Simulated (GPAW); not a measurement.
# Ballistic transport through an Ir chain with a Sn atom bridging one bond, from relaxation to T(E), part 2 of 2

How well does an Ir chain with a Sn atom bridging one bond conduct once its atoms have relaxed, and how much do cheaper levels lose?

GPAW 26.7.0; GPAW LCAO, PAW setups; relaxation of the junction within the symmetry of its start, lead ends held (the session's first sound run).

So far, transmission at the Fermi level (one spin): step 3 (double-zeta polarised basis, PBE, GPAW) 3.18; step 4 (basis szp(dzp), PBE, GPAW) 3.20; step 5 (basis sz(dzp), PBE, GPAW) 3.18; step 6 (revPBE) 3.15; step 7 (without the relaxation: geometry = "as built", PBE, GPAW) 4.03.

## 9. The levels side by side

The curves are compared point by point over the common energies.

This step: comparison of transmission and cost over codes, levels and geometry (GPAW 26.7.0).

Ladder, by row:

| step | code | T at the Fermi level (sum over the listed spins) | conductance (G0) | r.m.s. T(E) from the first | wall time (s) | peak memory (GiB) | threads |
| --- | --- | --- | --- | --- | --- | --- | --- |
| dzp | GPAW | 3.176 | 3.156 | 0 | 199.5 | 1.41 | 1 |
| szp | GPAW | 3.202 | 3.186 | 0.2016 | 120.6 | 1.34 | 1 |
| sz | GPAW | 3.182 | 3.164 | 0.2367 | 93.82 | 1.3 | 1 |
| dzp-revPBE | GPAW | 3.154 | 3.141 | 0.02777 | 195.6 | 1.42 | 1 |
| asbuilt | GPAW | 4.026 | 3.976 | 1.015 | 199.4 | 1.42 | 1 |

Table of transmission, zone mean, sum over the listed spins by energy, zero at the Fermi level:

| energy (eV) | dzp | szp | sz | dzp-revPBE | asbuilt |
| --- | --- | --- | --- | --- | --- |
| -2.0000 | 2.70 | 2.66 | 2.62 | 2.70 | 3.40 |
| -1.7500 | 2.37 | 2.28 | 2.22 | 2.37 | 3.56 |
| -1.5000 | 2.32 | 2.57 | 2.58 | 2.32 | 3.38 |
| -1.2500 | 2.80 | 2.47 | 2.58 | 2.78 | 4.99 |
| -1.0000 | 3.45 | 3.23 | 3.05 | 3.46 | 4.77 |
| -0.7500 | 4.23 | 4.10 | 3.97 | 4.24 | 4.62 |
| -0.6500 | 4.42 | 4.38 | 4.29 | 4.42 | 4.44 |
| -0.6250 | 4.42 | 4.41 | 4.35 | 4.41 | 4.40 |
| -0.6000 | 4.38 | 4.40 | 4.37 | 4.37 | 4.38 |
| -0.5000 | 4.13 | 4.15 | 4.18 | 4.11 | 4.32 |
| -0.2500 | 3.63 | 3.63 | 3.61 | 3.62 | 4.33 |
| 0.0000 | 3.18 | 3.20 | 3.18 | 3.15 | 4.03 |
| 0.2500 | 2.57 | 2.56 | 2.52 | 2.56 | 3.24 |
| 0.5000 | 2.19 | 2.19 | 2.17 | 2.19 | 3.06 |
| 0.7500 | 1.89 | 1.91 | 1.88 | 1.88 | 2.95 |
| 1.0000 | 1.78 | 1.93 | 1.98 | 1.76 | 2.90 |
| 1.2500 | 1.93 | 1.96 | 1.80 | 1.89 | 2.85 |
| 1.5000 | 1.50 | 1.05 | 1.02 | 1.65 | 2.68 |
| 1.7500 | 0.987 | 1.01 | 1.01 | 0.987 | 2.19 |
| 2.0000 | 0.993 | 0.950 | 0.940 | 0.994 | 0.984 |

## 10. A varied run

One more run, with changed settings.

This step: GPAW LCAO, PAW setups; Landauer transmission from Green's functions with principal layers (ASE), zero bias (GPAW 26.7.0).

Input file run.py:

```python
import json
import numpy as np
from ase import Atoms
from ase.transport.calculators import TransportCalculator
from gpaw import GPAW, FermiDirac
from gpaw.lcao.tools import get_lcao_hamiltonian
from scipy.linalg import eigh

# The junction with lead layers at both ends, along the third cell vector
device = Atoms(
    ['Ir', 'Ir', 'Ir', 'Ir', 'Ir', 'Ir', 'Ir', 'Ir', 'Sn', 'Ir', 'Ir', 'Ir', 'Ir', 'Ir', 'Ir', 'Ir', 'Ir'],
    positions=[
        [4.50000, 4.50000, 1.15000],
        [4.50000, 4.50000, 3.45000],
        [4.50000, 4.50000, 5.75000],
        [4.50000, 4.50000, 8.05000],
        [4.50000, 4.50000, 10.35000],
        [4.50000, 4.50000, 12.65000],
        [4.50000, 4.50000, 14.95000],
        [3.59999, 4.50000, 17.20639],
        [5.84372, 4.50000, 18.50000],
        [3.59999, 4.50000, 19.79361],
        [4.50000, 4.50000, 22.05000],
        [4.50000, 4.50000, 24.35000],
        [4.50000, 4.50000, 26.65000],
        [4.50000, 4.50000, 28.95000],
        [4.50000, 4.50000, 31.25000],
        [4.50000, 4.50000, 33.55000],
        [4.50000, 4.50000, 35.85000]],
    cell=[[9.0, 0.0, 0.0], [0.0, 9.0, 0.0], [0.0, 0.0, 37.0]],
    pbc=True)

# One principal layer of the lead: the first 5 atoms of the device
lead = Atoms(
    ['Ir', 'Ir', 'Ir', 'Ir', 'Ir'],
    positions=[
        [4.50000, 4.50000, 1.15000],
        [4.50000, 4.50000, 3.45000],
        [4.50000, 4.50000, 5.75000],
        [4.50000, 4.50000, 8.05000],
        [4.50000, 4.50000, 10.35000]],
    cell=[[9.0, 0.0, 0.0], [0.0, 9.0, 0.0], [0.0, 0.0, 11.5]],
    pbc=True)

settings = dict(mode='lcao', basis='cc-pVDZ', xc='PBE', h=0.2,
                occupations=FermiDirac(0.1), maxiter=100,
                mixer=dict(beta=0.1, nmaxold=8, weight=100.0),
                convergence=dict(density=0.0001))
energies = np.arange(-2, 2 + 1e-9, 0.025)
eta = 0.0001
n1, n2 = 1, 1
# k and -k transmit alike, so half of the mesh across the current serves
mesh = [(i, j) for i in range(n1) for j in range(n2) if (i, j) <= (-i % n1, -j % n2)]
weights = np.array([1 if (i, j) == (-i % n1, -j % n2) else 2 for i, j in mesh]) / (n1 * n2)

# [... helper functions left out ...]
fermi_lead = ground_state(lead, (1, 1, 10), 'lead.txt')
fermi_device = ground_state(device, (1, 1, 2), 'device.txt')
# [... loop over the mesh left out, but for ...]
        # Shift the lead onto the potential of the device's first layer
        shift = ((H[:, 0, 0] - H0[:, 0, 0]) / S0[0, 0]).real.mean()
# [...]
kT = 8.617333e-5 * 300
bias = [0.1, 0.2, 0.5, 1.0, 1.5, 2.0]
# [... integrals and printing left out ...]
```

Run with:

```bash
$ OMP_NUM_THREADS=1 OPENBLAS_NUM_THREADS=1 python run.py
```

It took 0.6 s on 1 thread of Intel Xeon Platinum 8559C (Emerald Rapids), shared host; peak memory 0.1 GiB.

The program refused the input before any cycle.

The program's message: “FileNotFoundError: Could not find required basis set file "Ir.cc-pVDZ.basis".”

The change that led to it: basis = "cc-pVDZ".

## 11. Summary of results

```json
{
 "conductance": "3.16 G₀",
 "transmission at the Fermi level, mean of the spins": "3.18"
}
```

**Reading.** In the dzp basis the junction conducts 3.16 G₀ at 300 K, with T = 3.18 a spin at the Fermi level; the sz basis reaches that conductance within 10 %. Relaxation moved atoms by up to 0.90 Å and took the conductance from 3.98 to 3.16 G₀, as a ratio a larger change than the step from dzp to the minimal basis. At the Fermi level the three most open eigenchannels pass 0.90, 0.81 and 0.75. Measured against the first run (dzp), the nearest curve is that of dzp-revPBE (r.m.s. 0.028) and the farthest that of asbuilt (1.0). Over the compared runs wall time goes from 94 s (sz) to 200 s (dzp), on a shared host. The leads kept an estimated spacing and the cell its length, so the junction may be under some tension or compression. The geometry comes from the orbital basis, which tends to overbind, and kept the symmetry of the start, so a structure of lower symmetry may lie lower. The run had no spin polarisation, so a magnetic state, which chains and small molecules with open shells often have, wasn't tested. Spin-orbit coupling is left out, which matters for the heavy atoms here. An evenly spaced straight chain is an idealisation: free chains tend to dimerise, zigzag or, where a band edge lies near the Fermi level, turn magnetic. The currents use the zero-bias T(E) throughout, which holds only while the bias is small against the distance to the nearest feature. The thermopower isn't quoted: it samples T(E) farther from the Fermi level than the conductance does, and the energy grid wasn't tested for it.

[Logs are printed without paths, hosts, clocks, repeated set-up lines and the standing remarks that a program may print on its own settings, such as how far it seeks lower states.]

[Hosts, paths, dates, database ids (printed as entryN), source tags and the programs' standing remarks are cut or masked in the printed files.]
